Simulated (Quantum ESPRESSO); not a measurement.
# 1T-SnSe2, 1 layer: a series in biaxial strain, part 4 of 6

Wanted: a table for 1T-SnSe2, 1 layer against biaxial strain, and what can be fitted to it.

Quantum ESPRESSO 7.5; plane-wave DFT, PBE, GBRV ultrasoft pseudopotentials.

So far. Step 3 (Relaxing the ions, -4 %): The relaxation lowers the energy by 9 meV an atom. Step 6 (Band structure, -4 %): Along this path the valence top lies near Γ and the conduction bottom at M.

**7. Relaxing the ions, -3 %**

The input, m1.relax.in:

```
&control
  prefix = 'm1.relax'
  outdir = './out'
  pseudo_dir = './pseudo'
  nstep = 40
  forc_conv_thr = 0.0003
  calculation = 'relax'
  tstress = .true.
/
&system
  ibrav = 0
  nat = 3
  ntyp = 2
  ecutwfc = 50
  ecutrho = 250
  occupations = 'smearing'
  smearing = 'fd'
  degauss = 0.002
/
&electrons
  conv_thr = 1e-09
  mixing_beta = 0.4
  electron_maxstep = 120
  mixing_mode = 'plain'
/
&ions
/
ATOMIC_SPECIES
  Se  78.9710  se_pbe_v1.uspp.F.UPF
  Sn  118.7100  sn_pbe_v1.4.uspp.F.UPF
CELL_PARAMETERS angstrom
  3.72837384666000 0.00000000000000 0.00000000000000
  -1.86418692333000 3.22886646555000 0.00000000000000
  0.00000000000000 0.00000000000000 17.11048904300000
ATOMIC_POSITIONS crystal
  Se  0.666666666700 0.333333333300 0.406276276500
  Sn  0.000000000000 0.000000000000 0.500000000000
  Se  0.333333333300 0.666666666700 0.593723723500
K_POINTS automatic
  12 12 1 0 0 0
```

Run with:

```sh
OMP_NUM_THREADS=1 mpirun -n 4 pw.x -nk 4 -in m1.relax.in > m1.relax.out
```

The log of the run:

```text
[banner, memory and clock lines left out]
Program PWSCF v.7.5 starts
[...]
Message from routine setup:
[...]
number of electrons       =        26.00
     number of Kohn-Sham states=           17
     kinetic-energy cutoff     =      50.0000  Ry
     charge density cutoff     =     250.0000  Ry
[...]
number of k points=    19  Fermi-Dirac smearing, width (Ry)=  0.0020
[...]
Dense  grid:    92749 G-vectors     FFT dimensions: (  36,  36, 180)
[...]
negative rho (up, down):  1.522E-04 0.000E+00
     Starting wfcs are   17 randomized atomic wfcs
[...]
negative rho (up, down):  5.991E-05 0.000E+00
[...]
estimated scf accuracy    <       0.45398955 Ry
[...]
negative rho (up, down):  1.126E-04 0.000E+00
[...]
estimated scf accuracy    <       0.07041624 Ry
[...]
negative rho (up, down):  1.646E-04 0.000E+00
[...]
estimated scf accuracy    <       0.00773985 Ry
[...]
negative rho (up, down):  2.171E-04 0.000E+00
[...]
estimated scf accuracy    <       0.00168021 Ry
[...]
negative rho (up, down):  2.368E-04 0.000E+00
[...]
estimated scf accuracy    <       0.00016484 Ry
[...]
negative rho (up, down):  2.434E-04 0.000E+00
[...]
estimated scf accuracy    <       0.00004301 Ry
[...]
negative rho (up, down):  2.477E-04 0.000E+00
[...]
estimated scf accuracy    <       0.00001441 Ry
[...]
negative rho (up, down):  2.507E-04 0.000E+00
[...]
estimated scf accuracy    <       0.00000292 Ry
[...]
negative rho (up, down):  2.525E-04 0.000E+00
[...]
estimated scf accuracy    <       0.00000064 Ry
[...]
negative rho (up, down):  2.535E-04 0.000E+00
[...]
estimated scf accuracy    <       0.00000004 Ry
[...]
negative rho (up, down):  2.541E-04 0.000E+00
[...]
estimated scf accuracy    <          1.8E-09 Ry
[...]
negative rho (up, down):  2.550E-04 0.000E+00
[...]
the Fermi energy is    -0.7221 ev
!    total energy              =    -246.51619643 Ry
     estimated scf accuracy    <          3.4E-10 Ry
     smearing contrib. (-TS)   =      -0.00000001 Ry
     internal energy E=F+TS    =    -246.51619642 Ry
[...]
one-electron contribution =    -662.57125400 Ry
     hartree contribution      =     338.90162565 Ry
     xc contribution           =    -102.52905700 Ry
     ewald contribution        =     179.68248893 Ry
     convergence has been achieved in  12 iterations
     negative rho (up, down):  2.550E-04 0.000E+00
[...]
Total force =     0.021299     Total SCF correction =     0.000002
[...]
negative rho (up, down):  2.550E-04 0.000E+00
[...]
negative rho (up, down):  2.566E-04 0.000E+00
[...]
negative rho (up, down):  2.545E-04 0.000E+00
[...]
estimated scf accuracy    <       0.00000806 Ry
[...]
negative rho (up, down):  2.539E-04 0.000E+00
[...]
estimated scf accuracy    <       0.00000173 Ry
[...]
negative rho (up, down):  2.537E-04 0.000E+00
[...]
estimated scf accuracy    <       0.00000025 Ry
[...]
negative rho (up, down):  2.537E-04 0.000E+00
[...]
estimated scf accuracy    <       0.00000003 Ry
[...]
negative rho (up, down):  2.536E-04 0.000E+00
[...]
estimated scf accuracy    <          1.9E-09 Ry
[...]
negative rho (up, down):  2.536E-04 0.000E+00
[...]
the Fermi energy is    -0.7170 ev
!    total energy              =    -246.51659921 Ry
     estimated scf accuracy    <          1.3E-10 Ry
     smearing contrib. (-TS)   =      -0.00000001 Ry
     internal energy E=F+TS    =    -246.51659920 Ry
[...]
one-electron contribution =    -661.17304605 Ry
     hartree contribution      =     338.20845770 Ry
     xc contribution           =    -102.52028422 Ry
     ewald contribution        =     178.96827337 Ry
     convergence has been achieved in   6 iterations
     negative rho (up, down):  2.536E-04 0.000E+00
[...]
Total force =     0.016533     Total SCF correction =     0.000019
[...]
negative rho (up, down):  2.536E-04 0.000E+00
[...]
negative rho (up, down):  2.558E-04 0.000E+00
[...]
negative rho (up, down):  2.532E-04 0.000E+00
[...]
estimated scf accuracy    <       0.00000969 Ry
[...]
negative rho (up, down):  2.524E-04 0.000E+00
[...]
estimated scf accuracy    <       0.00000208 Ry
[...]
negative rho (up, down):  2.521E-04 0.000E+00
[...]
estimated scf accuracy    <       0.00000030 Ry
[...]
negative rho (up, down):  2.519E-04 0.000E+00
[...]
estimated scf accuracy    <       0.00000004 Ry
[...]
negative rho (up, down):  2.519E-04 0.000E+00
[...]
estimated scf accuracy    <          2.3E-09 Ry
[...]
negative rho (up, down):  2.518E-04 0.000E+00
[...]
estimated scf accuracy    <          1.3E-10 Ry
[...]
negative rho (up, down):  2.518E-04 0.000E+00
[...]
the Fermi energy is    -0.7117 ev
!    total energy              =    -246.51692595 Ry
     estimated scf accuracy    <          1.6E-11 Ry
     smearing contrib. (-TS)   =      -0.00000002 Ry
     internal energy E=F+TS    =    -246.51692593 Ry
[...]
one-electron contribution =    -659.63505844 Ry
     hartree contribution      =     337.44610712 Ry
     xc contribution           =    -102.51072065 Ry
     ewald contribution        =     178.18274605 Ry
     convergence has been achieved in   7 iterations
     negative rho (up, down):  2.518E-04 0.000E+00
[...]
Total force =     0.011365     Total SCF correction =     0.000008
[...]
negative rho (up, down):  2.518E-04 0.000E+00
[...]
negative rho (up, down):  2.570E-04 0.000E+00
[...]
negative rho (up, down):  2.513E-04 0.000E+00
[...]
estimated scf accuracy    <       0.00002188 Ry
[...]
negative rho (up, down):  2.494E-04 0.000E+00
[...]
estimated scf accuracy    <       0.00000466 Ry
[...]
negative rho (up, down):  2.488E-04 0.000E+00
[...]
estimated scf accuracy    <       0.00000078 Ry
[...]
negative rho (up, down):  2.486E-04 0.000E+00
[...]
estimated scf accuracy    <       0.00000009 Ry
[...]
negative rho (up, down):  2.485E-04 0.000E+00
[...]
estimated scf accuracy    <          5.4E-09 Ry
[...]
negative rho (up, down):  2.484E-04 0.000E+00
[...]
estimated scf accuracy    <          5.6E-10 Ry
[...]
negative rho (up, down):  2.484E-04 0.000E+00
[...]
estimated scf accuracy    <          8.5E-11 Ry
[...]
negative rho (up, down):  2.485E-04 0.000E+00
[...]
the Fermi energy is    -0.7039 ev
!    total energy              =    -246.51719106 Ry
     estimated scf accuracy    <          8.3E-12 Ry
     smearing contrib. (-TS)   =      -0.00000003 Ry
     internal energy E=F+TS    =    -246.51719103 Ry
[...]
one-electron contribution =    -657.32715999 Ry
     hartree contribution      =     336.30174645 Ry
     xc contribution           =    -102.49649286 Ry
     ewald contribution        =     177.00471537 Ry
     convergence has been achieved in   8 iterations
     negative rho (up, down):  2.485E-04 0.000E+00
[...]
Total force =     0.003750     Total SCF correction =     0.000007
[...]
negative rho (up, down):  2.485E-04 0.000E+00
[...]
negative rho (up, down):  2.500E-04 0.000E+00
[...]
negative rho (up, down):  2.481E-04 0.000E+00
[...]
estimated scf accuracy    <       0.00000532 Ry
[...]
negative rho (up, down):  2.474E-04 0.000E+00
[...]
estimated scf accuracy    <       0.00000113 Ry
[...]
negative rho (up, down):  2.471E-04 0.000E+00
[...]
estimated scf accuracy    <       0.00000020 Ry
[...]
negative rho (up, down):  2.470E-04 0.000E+00
[...]
estimated scf accuracy    <       0.00000002 Ry
[...]
negative rho (up, down):  2.469E-04 0.000E+00
[...]
estimated scf accuracy    <          1.3E-09 Ry
[...]
negative rho (up, down):  2.468E-04 0.000E+00
[...]
estimated scf accuracy    <          8.4E-11 Ry
[...]
negative rho (up, down):  2.468E-04 0.000E+00
[...]
the Fermi energy is    -0.7002 ev
!    total energy              =    -246.51722401 Ry
     estimated scf accuracy    <          1.2E-11 Ry
     smearing contrib. (-TS)   =      -0.00000005 Ry
     internal energy E=F+TS    =    -246.51722396 Ry
[...]
one-electron contribution =    -656.19038412 Ry
     hartree contribution      =     335.73805310 Ry
     xc contribution           =    -102.48953883 Ry
     ewald contribution        =     176.42464589 Ry
     convergence has been achieved in   7 iterations
     negative rho (up, down):  2.468E-04 0.000E+00
[...]
Total force =     0.000063     Total SCF correction =     0.000007
[...]
negative rho (up, down):  2.468E-04 0.000E+00
[...]
```

The job ended after 91 s (4 MPI ranks of Arm Neoverse V1, shared host; peak memory 0.67 GiB; 6.1 min of CPU time).

Relaxation path:

```
step  energy less that of the first step (eV)  largest force (eV/Å)
   1                                   0.0000                0.3872
   2                                  -0.0055                0.3006
   3                                  -0.0099                0.2066
   4                                  -0.0135                0.0682
   5                                  -0.0140                0.0011
```

The atoms that moved most (Å):

```
atom     dx     dy      dz  length
 Se1  0.000  0.000  -0.036   0.036
 Se3  0.000  0.000   0.036   0.036
```

Final coordinates:

```xyz
3
Lattice="3.7284 0.0000 0.0000 -1.8642 3.2289 0.0000 0.0000 0.0000 17.1105" Properties=species:S:1:pos:R:3
Se    1.8642    1.0763    6.9152
Sn    0.0000    0.0000    8.5552
Se    0.0000    2.1526   10.1953
```

The relaxation lowers the energy by 5 meV an atom.

Read from the output:

- free energy: -3354.0377 eV
- Fermi energy: -0.7002 eV

**8. Ground state, -3 %**

The input, m1.scf.in:

```
&control
  prefix = 'm1.scf'
  outdir = './out'
  pseudo_dir = './pseudo'
  calculation = 'scf'
  tprnfor = .true.
/
&system
  ibrav = 0
  nat = 3
  ntyp = 2
  ecutwfc = 40
  ecutrho = 200
  occupations = 'smearing'
  smearing = 'fd'
  degauss = 0.002
  nbnd = 17
/
&electrons
  conv_thr = 1e-09
  mixing_beta = 0.4
  electron_maxstep = 120
  mixing_mode = 'plain'
/
ATOMIC_SPECIES
  Se  78.9710  se_pbe_v1.uspp.F.UPF
  Sn  118.7100  sn_pbe_v1.4.uspp.F.UPF
CELL_PARAMETERS angstrom
  3.72837384666000 0.00000000000000 0.00000000000000
  -1.86418692333000 3.22886646555000 0.00000000000000
  0.00000000000000 0.00000000000000 17.11048904300000
ATOMIC_POSITIONS crystal
  Se  0.666666666700 0.333333333300 0.404151032000
  Sn  0.000000000000 0.000000000000 0.500000000000
  Se  0.333333333300 0.666666666700 0.595848968000
K_POINTS automatic
  12 12 1 0 0 0
```

Run with:

```sh
OMP_NUM_THREADS=1 mpirun -n 4 pw.x -nk 4 -in m1.scf.in > m1.scf.out
```

The log of the run:

```text
[banner, memory and clock lines left out]
Program PWSCF v.7.5 starts
[...]
Message from routine setup:
[...]
number of electrons       =        26.00
     number of Kohn-Sham states=           17
     kinetic-energy cutoff     =      40.0000  Ry
     charge density cutoff     =     200.0000  Ry
[...]
number of k points=    19  Fermi-Dirac smearing, width (Ry)=  0.0020
[...]
Dense  grid:    66277 G-vectors     FFT dimensions: (  32,  32, 150)
[...]
negative rho (up, down):  1.717E-04 0.000E+00
     Starting wfcs are   17 randomized atomic wfcs
[...]
negative rho (up, down):  9.929E-05 0.000E+00
[...]
estimated scf accuracy    <       0.44800320 Ry
[...]
negative rho (up, down):  1.468E-04 0.000E+00
[...]
estimated scf accuracy    <       0.07183572 Ry
[...]
negative rho (up, down):  1.901E-04 0.000E+00
[...]
estimated scf accuracy    <       0.00869021 Ry
[...]
negative rho (up, down):  2.382E-04 0.000E+00
[...]
estimated scf accuracy    <       0.00174993 Ry
[...]
negative rho (up, down):  2.529E-04 0.000E+00
[...]
estimated scf accuracy    <       0.00017587 Ry
[...]
negative rho (up, down):  2.560E-04 0.000E+00
[...]
estimated scf accuracy    <       0.00003118 Ry
[...]
negative rho (up, down):  2.588E-04 0.000E+00
[...]
estimated scf accuracy    <       0.00000992 Ry
[...]
negative rho (up, down):  2.608E-04 0.000E+00
[...]
estimated scf accuracy    <       0.00000406 Ry
[...]
negative rho (up, down):  2.619E-04 0.000E+00
[...]
estimated scf accuracy    <       0.00000037 Ry
[...]
negative rho (up, down):  2.626E-04 0.000E+00
[...]
estimated scf accuracy    <       0.00000007 Ry
[...]
negative rho (up, down):  2.630E-04 0.000E+00
[...]
estimated scf accuracy    <          4.5E-09 Ry
[...]
negative rho (up, down):  2.632E-04 0.000E+00
[...]
estimated scf accuracy    <          1.0E-09 Ry
[...]
negative rho (up, down):  2.636E-04 0.000E+00
[...]
the Fermi energy is    -0.6999 ev
!    total energy              =    -246.51076835 Ry
     estimated scf accuracy    <          1.0E-10 Ry
     smearing contrib. (-TS)   =      -0.00000005 Ry
     internal energy E=F+TS    =    -246.51076830 Ry
[...]
one-electron contribution =    -656.18574896 Ry
     hartree contribution      =     335.74163423 Ry
     xc contribution           =    -102.49129949 Ry
     ewald contribution        =     176.42464591 Ry
     convergence has been achieved in  13 iterations
     negative rho (up, down):  2.636E-04 0.000E+00
[...]
Total force =     0.000092     Total SCF correction =     0.000006
[...]
```

Elapsed: 19 s, on 4 MPI ranks; peak memory 0.37 GiB.

Numbers from this step:

| Quantity | Value |
| --- | --- |
| free energy | -3353.9499 eV |
| Fermi energy | -0.6999 eV |
| valence top, on the run's zero | -1.016 eV |
| conduction bottom, on the run's zero | -0.4096 eV |
| gap by band count | 0.6064 eV |

(Part 4 of 6 ends here.)

[Logs are printed without paths, hosts, clocks, repeated set-up lines and the standing remarks that a program may print on its own settings, such as how far it seeks lower states.]

[Hosts, paths, dates, database ids (printed as entryN), source tags and the programs' standing remarks are cut or masked in the printed files.]

[Maps of the electrostatic potential energy from Ansatz leave out the sawtooth potential of an applied field or a dipole correction, so their vacuum need not be flat; planar profiles and work functions include it.]
